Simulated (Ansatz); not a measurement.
# The honeycomb GaN bilayer (AB) between two gates

How do the bands of the honeycomb GaN bilayer (AB) follow a displacement field between two gates?

Main program and level: Ansatz 0.2.0; plane-wave DFT, PBE-D3(BJ), Ansatz PAW.

### 1. Set-up

The cell holds 4 atoms: 2 N and 2 Ga. Cell: a = 3.210 Å, b = 3.210 Å, c = 37.400 Å, α = 90.0°, β = 90.0°, γ = 120.0°. Regions: layer 1: honeycomb GaN, 2 atoms (1 N and 1 Ga); layer 2: honeycomb GaN, 2 atoms (1 N and 1 Ga). Vacuum lies along c.

### 2. Relaxing the slab

The starting cell is a guess, so the in-plane lattice and the atoms are relaxed first, with the slab cut off from its images along the normal.

input.yaml

```yaml
crystal:
  lattice:
    - [3.21, 0.0, 0.0]
    - [-1.605, 2.7799415461, 0.0]
    - [0.0, 0.0, 37.3999999994]
  atoms:
    - { symbol: "N", position: [0.6666666667, 0.3333333333, 0.4572192513] }
    - { symbol: Ga, position: [0.3333333333, 0.6666666667, 0.4572192513] }
    - { symbol: "N", position: [0.0, 0.0, 0.5427807487] }
    - { symbol: Ga, position: [0.6666666667, 0.3333333333, 0.5427807487] }
  periodic: [true, true, false]
kpoints:
  mp_grid: { grid: [12, 12, 1] }
hamiltonian:
  xc: pbe
  dispersion: d3bj
scf:
  occupations: { method: fermi_dirac, width: 0.05 }
  convergence: { dr2_threshold: 1.0e-09 }
relax:
  f_tol: 0.004
  max_steps: 90
  cell: {}
output:
  write_potential: true
  write_density: true
  volumetric_format: npy
```

On the command line:

```console
> ansatz run input.yaml --threads 4 --pin off --max-ram 8192MiB --backend cpu --events-out ev --progress --plain --runs-dir out
```

Numbers of over 12 decimals in the logs are rounded to 6 here.

The log of the run:

```text
Warning: relax.cell: scf.convergence.dr2_threshold = 1e-9 eV is looser than the 2.29568411292e-10 eV advised for a relaxation that steers and ends on the stress (1e-10 eV for each atom of the cell: 4, times the square of relax.cell.stress_2d_tol = 0.05 N/m over 13.2 Å (the atoms' height at the walk's start and 5 Å past either face), 3.788e-2 GPa, over a crystal's default 0.05). What an SCF threshold leaves in a stress goes as its square root, and in the free energy as the threshold itself, and one threshold admits the most on a small cell: [figures from the program's tests cut] Set scf.convergence.dr2_threshold to 2.29568411292e-10 eV or tighter. [rest of the remark cut]
Engine: ansatz 0.2.0, x86_64-unknown-linux-gnu
Pseudopotentials: kind: paw
Pseudopotential: N, paw, valence charge 5, recommended cutoff 420 eV (normal), N.paw.azcp
Pseudopotential: Ga, paw, valence charge 13, recommended cutoff 420 eV (normal), Ga.paw.azcp
Functional definition: PBE
  parameter kappa = 0.804
  parameter beta = 0.066725
  exchange = pbe_x(kappa = kappa, mu = beta*pi^2/3)
  correlation = pbe_c(beta = beta)
Crystal: 4 atoms, lattice volume = 333.743 Å³
Basis set: ecut = 420 eV, 6629 PW (Γ), exchange–correlation on 48×48×500 points (8 copies of the dense FFT grid, shifted against one another)
Bands: 22, of which v1, the nominal top of the filled ones, is band 18 counted from 1 (17 counted from 0)
Symmetry: 6 space group operations
Space group: P3m1 (ITA 156), of the structure as read, at distance tolerance 6.9e-5 Å
k-points: 19 of 144 (time reversal used)
Non-local potential: N, projectors of the file, l = 0: 2, l = 1: 2, l = 2: 1
Non-local potential: Ga, projectors of the file, l = 0: 2, l = 1: 2, l = 2: 3, l = 3: 1
PAW form: soft (Blöchl's): semilocal exchange-correlation on the pseudo side does not see the compensation charge
PAW one-centre angular grid: N, 110 points (default); XC on 64 Gauss nodes
PAW one-centre angular grid: Ga, 590 points (default); XC on 64 Gauss nodes
Initial density: superposition of atomic densities (neutral atoms: chi_scale 0, normalization atom), corrected by the library's trained network
Initial wavefunctions: pseudopotential atomic-orbital guess
Functional: x = pbe(κ = 0.804, μ = 0.219515), c = pbe(β = 0.066725)
SCF iter   1: F=—  HF=-8335.004612 eV  |F-HF|=—  |Δ(HF+E_count)|=         —  Δρ=1.76e-3  dr2=3.32e-2  ethr=1.77e-3  ⟨swp⟩=9.2  Hψ=2626  notcnv=0
preconditioner: auto → Resta (q_TF=auto, 1.882 Å⁻¹)  ε∞=1.7  [insulator: Δε(μ)=1.764 eV  Ē_g=14.974 eV  σ=0.050 eV  W_gap=1.00  n_scr=22 (ndim 8)  ℏωp=12.2 eV  f_vac=0.805  D(μ)=0.00/eV (n_scr^D=0)  ε∞_Penn≈1.7  vacuum switching on, ρ_ref=1.6e-2 e/Å³]
SCF iter   2: F=—  HF=-8334.998848 eV  |F-HF|=—  |Δ(HF+E_count)|=   5.76e-3  Δρ=9.86e-4  dr2=3.40e-3  ethr=9.23e-5  ⟨swp⟩=4.0  Hψ=1150  notcnv=0
SCF iter   3: F=—  HF=-8334.998526 eV  |F-HF|=—  |Δ(HF+E_count)|=   3.22e-4  Δρ=3.66e-4  dr2=5.18e-4  ethr=9.45e-6  ⟨swp⟩=3.3  Hψ=947  notcnv=0
SCF iter   4: F=—  HF=-8334.998640 eV  |F-HF|=—  |Δ(HF+E_count)|=   1.14e-4  Δρ=1.76e-4  dr2=1.43e-4  ethr=1.44e-6  ⟨swp⟩=3.3  Hψ=838  notcnv=0
SCF iter   5: F=—  HF=-8334.998641 eV  |F-HF|=—  |Δ(HF+E_count)|=   1.73e-6  Δρ=4.45e-5  dr2=5.05e-6  ethr=3.97e-7  ⟨swp⟩=3.2  Hψ=859  notcnv=0
SCF iter   6: F=—  HF=-8334.998667 eV  |F-HF|=—  |Δ(HF+E_count)|=   2.61e-5  Δρ=2.44e-5  dr2=1.89e-6  ethr=1.40e-8  ⟨swp⟩=2.6  Hψ=824  notcnv=0
SCF iter   7: F=—  HF=-8334.998619 eV  |F-HF|=—  |Δ(HF+E_count)|=   4.87e-5  Δρ=4.47e-6  dr2=4.47e-8  ethr=5.24e-9  ⟨swp⟩=3.1  Hψ=736  notcnv=0
SCF iter   8: F=—  HF=-8334.998619 eV  |F-HF|=—  |Δ(HF+E_count)|=   8.68e-8  Δρ=1.32e-6  dr2=4.11e-9  ethr=1.24e-10  ⟨swp⟩=3.1  Hψ=899  notcnv=0
SCF iter   9: F=-8334.998619 eV  HF=-8334.998619 eV  |F-HF|=1.85e-8  |Δ(HF+E_count)|=   4.59e-8  Δρ=5.41e-7  dr2=6.20e-10  ethr=2.78e-12  ⟨swp⟩=10.6  Hψ=3259  notcnv=0
SCF 1 converged in 9 iterations: F = -8334.998619 eV  dr2 = 6.20e-10
  greatest PAW one-centre occupation: 0.996 electrons in one spin orbital (limit 2), on the Ga atom at site 1 (counted from 0), in its partial waves of l = 2
relax step   1: F+E_penalty+E_count = -8334.99861892 eV  Δ(F+E_penalty+E_count) = +0.000e0 eV  max|allowed force component| = 1.400e-1 eV/Å  Δτ_max = 0.0000 Å  P = -0.045 N/m  Ω = 333.743 Å³  fix = [c, alpha, beta]  reactions: c -0.000 N/m  (9 SCF iters, accepted)
Crystal: 4 atoms, lattice volume = 333.703 Å³
Initial density: handed on by an earlier stage of this run
Initial wavefunctions: those handed on with the density
iter 1 solved again at ethr=1.31e-3 eV; its pass at ethr=3.10e-3 eV (dr2=4.73e-1 eV) is discarded
SCF iter   1: F=—  HF=-8335.093864 eV  |F-HF|=—  |Δ(HF+E_count)|=         —  Δρ=1.25e-2  dr2=4.79e-1  ethr=1.31e-3  ⟨swp⟩=1.9  Hψ=2941  notcnv=0
preconditioner: auto → Resta (q_TF=auto, 1.882 Å⁻¹)  ε∞=1.6  [insulator: Δε(μ)=1.917 eV  Ē_g=15.353 eV  σ=0.050 eV  W_gap=1.00  n_scr=22 (ndim 8)  ℏωp=12.2 eV  f_vac=0.819  D(μ)=0.00/eV (n_scr^D=0)  ε∞_Penn≈1.6  vacuum switching on, ρ_ref=1.7e-2 e/Å³]
SCF iter   2: F=—  HF=-8334.987991 eV  |F-HF|=—  |Δ(HF+E_count)|=   1.06e-1  Δρ=5.00e-3  dr2=5.05e-2  ethr=1.31e-3  ⟨swp⟩=4.8  Hψ=1084  notcnv=0
SCF iter   3: F=—  HF=-8334.986464 eV  |F-HF|=—  |Δ(HF+E_count)|=   1.53e-3  Δρ=2.76e-3  dr2=1.18e-2  ethr=1.40e-4  ⟨swp⟩=3.8  Hψ=1081  notcnv=0
SCF iter   4: F=—  HF=-8334.990045 eV  |F-HF|=—  |Δ(HF+E_count)|=   3.58e-3  Δρ=1.70e-3  dr2=1.27e-2  ethr=3.27e-5  ⟨swp⟩=3.1  Hψ=842  notcnv=0
SCF iter   5: F=—  HF=-8334.988271 eV  |F-HF|=—  |Δ(HF+E_count)|=   1.77e-3  Δρ=3.59e-4  dr2=4.49e-4  ethr=3.27e-5  ⟨swp⟩=2.4  Hψ=707  notcnv=0
SCF iter   6: F=—  HF=-8334.988331 eV  |F-HF|=—  |Δ(HF+E_count)|=   5.95e-5  Δρ=1.32e-4  dr2=4.31e-5  ethr=1.25e-6  ⟨swp⟩=3.0  Hψ=839  notcnv=0
SCF iter   7: F=—  HF=-8334.988388 eV  |F-HF|=—  |Δ(HF+E_count)|=   5.69e-5  Δρ=2.73e-5  dr2=1.60e-6  ethr=1.20e-7  ⟨swp⟩=2.7  Hψ=770  notcnv=0
SCF iter   8: F=—  HF=-8334.988339 eV  |F-HF|=—  |Δ(HF+E_count)|=   4.83e-5  Δρ=7.50e-6  dr2=1.15e-7  ethr=4.46e-9  ⟨swp⟩=3.2  Hψ=937  notcnv=0
SCF iter   9: F=—  HF=-8334.988339 eV  |F-HF|=—  |Δ(HF+E_count)|=   1.48e-8  Δρ=2.04e-6  dr2=1.71e-8  ethr=3.19e-10  ⟨swp⟩=2.9  Hψ=896  notcnv=0
SCF iter  10: F=—  HF=-8334.988339 eV  |F-HF|=—  |Δ(HF+E_count)|=   8.33e-9  Δρ=9.50e-7  dr2=2.44e-9  ethr=4.74e-11  ⟨swp⟩=3.1  Hψ=841  notcnv=0
SCF iter  11: F=-8334.988339 eV  HF=-8334.988339 eV  |F-HF|=1.26e-10  |Δ(HF+E_count)|=   2.49e-9  Δρ=3.56e-7  dr2=3.84e-10  ethr=2.78e-12  ⟨swp⟩=10.4  Hψ=3294  notcnv=0
SCF 2 converged in 11 iterations: F = -8334.988339 eV  dr2 = 3.84e-10
[...]
SCF 3 converged in 11 iterations: F = -8335.004683 eV  dr2 = 4.67e-10
relax step   3: F+E_penalty+E_count = -8335.00468279 eV  Δ(F+E_penalty+E_count) = -6.064e-3 eV  max|allowed force component| = 2.551e-2 eV/Å  Δτ_max = 0.0629 Å  P = +0.105 N/m  Ω = 333.743 Å³  energy of the carried Pulay correction = +1.547e-7 eV  fix = [c, alpha, beta]  reactions: c +0.000 N/m  (11 SCF iters, accepted)
[...]
relax step   4: F+E_penalty+E_count = -8335.00523010 eV  Δ(F+E_penalty+E_count) = -5.473e-4 eV  max|allowed force component| = 6.508e-3 eV/Å  Δτ_max = 0.0325 Å  P = +0.178 N/m  Ω = 333.801 Å³  energy of the carried Pulay correction = -2.245e-5 eV  fix = [c, alpha, beta]  reactions: c +0.000 N/m  (9 SCF iters, accepted)
[...]
relax step   5: F+E_penalty+E_count = -8335.00526618 eV  Δ(F+E_penalty+E_count) = -3.608e-5 eV  max|allowed force component| = 5.729e-4 eV/Å  Δτ_max = 0.0065 Å  P = +0.139 N/m  Ω = 333.827 Å³  energy of the carried Pulay correction = -3.249e-5 eV  fix = [c, alpha, beta]  reactions: c +0.000 N/m  (8 SCF iters, accepted)
[...]
relax step   6: F+E_penalty+E_count = -8335.00501153 eV  Δ(F+E_penalty+E_count) = +2.547e-4 eV  max|allowed force component| = 9.763e-4 eV/Å  Δτ_max = 0.0017 Å  P = -0.198 N/m  Ω = 334.416 Å³  energy of the carried Pulay correction = -2.590e-4 eV  fix = [c, alpha, beta]  (7 SCF iters, rejected (line search))
[...]
relax step   7: F+E_penalty+E_count = -8335.00520405 eV  Δ(F+E_penalty+E_count) = +6.213e-5 eV  max|allowed force component| = 9.129e-5 eV/Å  Δτ_max = 0.0009 Å  P = +0.004 N/m  Ω = 334.063 Å³  energy of the carried Pulay correction = -1.231e-4 eV  fix = [c, alpha, beta]  reactions: c +0.000 N/m  (7 SCF iters, accepted)
Initial wavefunctions: pseudopotential atomic-orbital guess (no wavefunctions were taken with the density)
iter 1 solved again at ethr=4.39e-7 eV; its pass at ethr=3.10e-3 eV (dr2=1.58e-4 eV) is discarded
SCF iter   1: F=—  HF=-8335.004965 eV  |F-HF|=—  |Δ(HF+E_count)|=         —  Δρ=2.29e-5  dr2=4.59e-8  ethr=4.39e-7  ⟨swp⟩=4.9  Hψ=4481  notcnv=0
eigensolver tolerance schedule: the retry pair's looser diagonalisation over-reported the residual by 3443.90 of it (diagonalisation noise at 0.95 of the residual, at the tolerance the schedule requests for it); recorded, not acted on — ethr = c·dr2/N_el stays at c = 1.0e-1
preconditioner: auto → Resta (q_TF=auto, 1.882 Å⁻¹)  ε∞=1.7  [insulator: Δε(μ)=1.683 eV  Ē_g=15.074 eV  σ=0.050 eV  W_gap=1.00  n_scr=22 (ndim 8)  ℏωp=12.2 eV  f_vac=0.807  D(μ)=0.00/eV (n_scr^D=0)  ε∞_Penn≈1.7  vacuum switching on, ρ_ref=1.6e-2 e/Å³]
SCF iter   2: F=—  HF=-8335.005168 eV  |F-HF|=—  |Δ(HF+E_count)|=   2.02e-4  Δρ=1.15e-5  dr2=2.04e-8  ethr=1.27e-10  ⟨swp⟩=4.4  Hψ=1319  notcnv=0
SCF iter   3: F=—  HF=-8335.005280 eV  |F-HF|=—  |Δ(HF+E_count)|=   1.12e-4  Δρ=5.30e-6  dr2=4.03e-9  ethr=5.67e-11  ⟨swp⟩=2.7  Hψ=780  notcnv=0
iter 4 met the thresholds in force, and the SCF goes on: an eigenvalue changes by 3.86 meV, over its tolerance of 1.11 meV (output.eigenvalues, Limitations)
SCF iter   4: F=-8335.005334 eV  HF=-8335.005334 eV  |F-HF|=4.74e-7  |Δ(HF+E_count)|=   5.41e-5  Δρ=2.56e-7  dr2=2.04e-10  ethr=2.78e-12  ⟨swp⟩=14.4  Hψ=4056  notcnv=0
iter 5 met the thresholds in force, and the SCF goes on: an eigenvalue changes by 3.81 meV, over its tolerance of 1.04 meV (output.eigenvalues, Limitations)
SCF iter   5: F=-8335.005334 eV  HF=-8335.005334 eV  |F-HF|=7.59e-8  |Δ(HF+E_count)|=   3.99e-7  Δρ=7.47e-8  dr2=3.11e-11  ethr=1.00e-12  ⟨swp⟩=8.6  Hψ=3015  notcnv=0
Mixer restart at iter 5: flushing history
SCF iter   6: F=-8335.005334 eV  HF=-8335.005334 eV  |F-HF|=7.28e-12  |Δ(HF+E_count)|=   7.58e-8  Δρ=9.50e-8  dr2=3.85e-11  ethr=1.00e-12  ⟨swp⟩=8.7  Hψ=2726  notcnv=0
SCF 8 converged in 6 iterations: F = -8335.005334 eV  dr2 = 3.85e-11
relax step   8: F+E_penalty+E_count = -8335.00533423 eV  Δ(F+E_penalty+E_count) = -1.302e-4 eV  max|allowed force component| = 9.688e-5 eV/Å  Δτ_max = 0.0000 Å  P = +0.006 N/m  Ω = 334.063 Å³  fix = [c, alpha, beta]  reactions: c +0.000 N/m  stress off target by 5.81e-3 N/m on what of the cell is left free  SCF on the basis re-selected at this cell (its energy is not comparable with the rows above)  (6 SCF iters)
basis re-selected at this cell: Δ(F+E_penalty+E_count) = -1.302e-4 eV, ΔP = +0.001 N/m vs the last step (what re-selecting the basis moved, of the pressure what is left beyond the Pulay correction that the steps carried, after the strain that the cell walked since its last selection, with what the two solves' SCF thresholds leave and, on support functions, any second-order correction that the steps lacked; it is no m [...]
WARN: The output density's exchange-correlation potential varies sharply where the density is thin. Do not read a vacuum level from v_tot or v_xc, or from such a field of the output density. On a cell that repeats whose density bears no net charge and no dipole along the vacuum's axis use v_es (v_loc + v_h of the components); under efield.dipole_correction with no amplitude use v_es + v_field, which holds any externa [...]
SCF converged after 6 iterations
an eigenvalue changed by more than its tolerance at an iteration that met the thresholds in force, so the SCF went on 2 times, its first undamped step at iteration 5: the last check found none over its tolerance
Free energy (F): -8335.005334 eV
Harris-Foulkes:  -8335.005334 eV  (|F-HF|=7.28e-12)
Internal energy: -8335.005334 eV  (E = F + TS)
E sigma→0 (E₀):  -8335.005334 eV
Fermi energy:    -4.291124 eV
--- Per-component energies (eV) ---
  E_band       = -542.781771
  E_kinetic    = 489.938060
  E_local      = -103323.714928  (includes V_loc(G=0)·N_el)
  E_nonlocal   = 946.137135
  E_hartree    = 51239.521631
  E_xc         = -255.854556
  E_vxc        = -265.557987  (∫ρ·V_xc dr)
  E_paw        = -4237.139380  (= ΣΔE_a)
  E_vpaw       = -868.627046  (= ΣTr[D̂ρ^β])
  E_aug_tail   = -0.000109  (compensation charges beyond the density's cutoff)
  E_ewald      = 46806.672363
  E_disp       = -0.565549  (pairwise vdW)
  E_smearing   = -0.000000  (= −TS)
  E_closure    = -0.000000  (closes the sum)
  Σ components = -8335.005334   (vs F -8335.005334, Δ=0.00e0)
--- Forces (eV/Å), atoms counted from 1 ---
  atom   1  N     -0.00000000     0.00000000     0.00005459
  atom   2  Ga     0.00000000    -0.00000000     0.00008990
  atom   3  N     -0.00000000     0.00000000    -0.00004695
  atom   4  Ga     0.00000000    -0.00000000    -0.00009665
  max |Σ_I F_I| component: 8.93e-7 eV/Å
--- 2D stress c σ (N/m, compression-positive) ---
        0.005809       0.000000      -0.000000
        0.000000       0.005809      -0.000000
       -0.000000      -0.000000       0.000000
  P = ½ c Tr σ = 0.0058 N/m
--- Band table (eV; the first three rows and the last of 19) ---
  k-point 0: bands = [... 14 lower, -5.9730, -5.9730, -5.4304, -5.4304, -3.5009, -2.1103, -0.6372, -0.0260]
  k-point 1: bands = [... 14 lower, -6.5071, -6.1165, -6.0178, -5.5712, -2.9981, -1.7253, -0.4798, 0.1028]
  k-point 2: bands = [... 14 lower, -7.2657, -6.5010, -6.4860, -5.9344, -2.1652, -1.0742, -0.0685, 0.4480]
  k-point 18: bands = [... 14 lower, -9.9217, -9.4033, -5.8228, -5.1833, -0.8475, 0.1681, 1.5721, 2.3914]
  the weakly bound empty levels are not read free of the cell's end (no_gap_told)
--- Relaxed structure (7 steps of the walk, 5 accepted, 1 SCFs on fresh bases) ---
  F+E_penalty+E_count = -8335.00533423 eV   max|allowed force component| = 9.688e-5 eV/Å   (the final SCF, on the basis selected at the relaxed cell)
  cell:  # Å, volume = 334.0628 Å³
    - [3.211537, 0.0, 0]
    - [-1.605768, 2.781273, 0]
    - [0, 0, 37.3999999994]
  atoms:
    - { symbol: N, position: [0.666667, 0.333333, 0.458948] }
    - { symbol: Ga, position: [0.333333, 0.666667, 0.459299] }
    - { symbol: N, position: [-2.523582936770754e-17, -1.8503717076008893e-17, 0.541371] }
    - { symbol: Ga, position: [0.666667, 0.333333, 0.540382] }
```

Wall time 23 s (4 threads of AMD EPYC 9R14 (Zen 4), shared host); peak memory 0.68 GiB.

Relaxation path:

| step | energy less that of the first step (eV) | largest force component (eV/Å) | volume (Å³) |
| --- | --- | --- | --- |
| 1 | 0.0000 | 0.1400 | 333.74 |
| 2 | 0.0103 | 0.1366 | 333.70 |
| 3 | -0.0061 | 0.0255 | 333.74 |
| 4 | -0.0066 | 0.0065 | 333.80 |
| 5 | -0.0066 | 0.0006 | 333.83 |
| 6 | -0.0064 | 0.0010 | 334.42 |
| 7 | -0.0066 | 0.0001 | 334.06 |
| 8* | -0.0067 | 0.0001 | 334.06 |

Relaxation steps marked * repeat the geometry before them on a plane-wave basis chosen anew for their cell, so energy and pressure can jump there. Relaxation steps 2, 6 were tried and not accepted.

The run keeps the 6 symmetry operations that it works with, so distortions that break them were not tested.

| cell as run | before | after | change |
| --- | --- | --- | --- |
| a (Å) | 3.210 | 3.212 | +0.0 % |
| b (Å) | 3.210 | 3.212 | +0.0 % |

The atoms that moved most (Å, along periodic axes as changes of fractional coordinates times the final cell, across vacuum about the mean position):

| atom | dx | dy | dz | length |
| --- | --- | --- | --- | --- |
| Ga4 | 0.000 | 0.000 | -0.090 | 0.090 |
| Ga2 | 0.000 | 0.000 | 0.078 | 0.078 |
| N1 | 0.000 | 0.000 | 0.065 | 0.065 |
| N3 | 0.000 | 0.000 | -0.053 | 0.053 |

Final coordinates:

```xyz
4
Lattice="3.2115 0.0000 0.0000 -1.6058 2.7813 0.0000 0.0000 0.0000 37.4000" Properties=species:S:1:pos:R:3
N     1.6058    0.9271   17.1646
Ga    0.0000    1.8542   17.1778
N     0.0000    0.0000   20.2473
Ga    1.6058    0.9271   20.2103
```

The lattice constant a goes from 3.210 to 3.212 Å.

(Continued in part 2 of 3.)

[Logs are printed without paths, hosts, clocks, repeated set-up lines and the standing remarks that a program may print on its own settings, such as how far it seeks lower states.]

[Hosts, paths, dates, database ids (printed as entryN), source tags and the programs' standing remarks are cut or masked in the printed files.]

[Maps of the electrostatic potential energy from Ansatz leave out the sawtooth potential of an applied field or a dipole correction, so their vacuum need not be flat; planar profiles and work functions include it.]
